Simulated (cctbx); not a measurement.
**Reading a Patterson map**

Space group P-62m (no. 189), a = 7.7760 Å, b = 7.7760 Å, c = 4.1160 Å, α = 90.00°, β = 90.00°, γ = 120.00°, content Dy3 Pr3 Rh3.

The data are simulated with cctbx, not measured: Cu Kα, λ = 1.54184 Å, to d = 0.8 Å, 80 % of the full sphere, strongest reflection 20000 counts, noise from counting, a 6 % proportional error and a noise floor of 2 counts (s.d.); no absorption, some extinction.

Patterson synthesis, origin scaled to 1000:

```text
Patterson group P 6/m m m
      u       v       w   height  length (A)
  0.000   0.000   0.000   1000.0     0.00
  0.000   0.300   0.500    208.5     3.11
  0.100   0.375   0.500    122.1     3.33
  0.268   0.536   0.000     97.6     4.99
  0.000   0.385   0.000     85.9     3.00
  0.333   0.667   0.500     63.7     4.94
  0.075   0.400   0.000     62.0     2.86
  0.189   0.595   0.000     59.3     4.09
  0.333   0.667   0.180     27.7     4.55
  0.000   0.342   0.289     17.9     2.91
  0.072   0.144   0.182     16.3     1.22
  0.000   0.000   0.254     16.1     1.05
  0.000   0.113   0.167     12.2     1.11
  0.073   0.477   0.308      9.1     3.68
```

**Question.** Which atom pairs make the peaks, and where is the heaviest atom?

A peak at u stands for all pairs with xi − xj = u, with weight Σ ZiZj against Σ Z² = 29586 at the origin. Peak heights follow these weights only roughly, since form factors, motion and series ripples differ, all vectors within 0.55 Å of a peak are counted as merged into it though the farther ones add only part of their weight, and F(000) is left out, which lowers the whole map:

| u | v | w | shortest length (Å) | height | 1000 ΣZiZj/ΣZ² | pairs in the cell |
| --- | --- | --- | --- | --- | --- | --- |
| 0.000 | 0.300 | 0.500 | 3.11 | 208 | 422 | 2 × Dy–Rh, 1 × Dy–Pr, 1 × Pr–Rh |
| 0.100 | 0.375 | 0.500 | 3.33 | 122 | 232 | 1 × Dy–Pr, 1 × Dy–Rh |
| 0.268 | 0.536 | 0.000 | 3.61 | 98 | 118 | 1 × Pr–Pr |
| 0.000 | 0.385 | 0.000 | 2.99 | 86 | 280 | 2 × Pr–Rh, 1 × Dy–Rh |
| 0.333 | 0.667 | 0.500 | 4.93 | 64 | 137 | 2 × Rh–Rh |
| 0.075 | 0.400 | 0.000 | 2.86 | 62 | 90 | 1 × Pr–Rh |
| 0.189 | 0.595 | 0.000 | 4.09 | 59 | 147 | 1 × Dy–Dy |

The table stops at ten peaks or at a height of 45, below which ripples compete. In the model behind the data Dy, the heaviest element, has 1 independent site: (0, 0.5940, 0), up to an allowed shift of origin; the Dy–Dy vectors are differences of these positions and their symmetry mates. Elements of similar Z can't be told apart from the map alone. The whole model:

```
atom  mult.    x       y    z  Ueq (Å²)
 Dy1      3    0  0.5940    0    0.0267
 Pr1      3    0  0.2673  1/2    0.0186
 Rh1      2  1/3     2/3  1/2    0.0306
 Rh2      1    0       0    0    0.0297
```

The model is made up (kin elements in a known structure type, no relaxation), so it says nothing on whether the phase exists.

[Logs are printed without paths, hosts, clocks, repeated set-up lines and the standing remarks that a program may print on its own settings, such as how far it seeks lower states.]
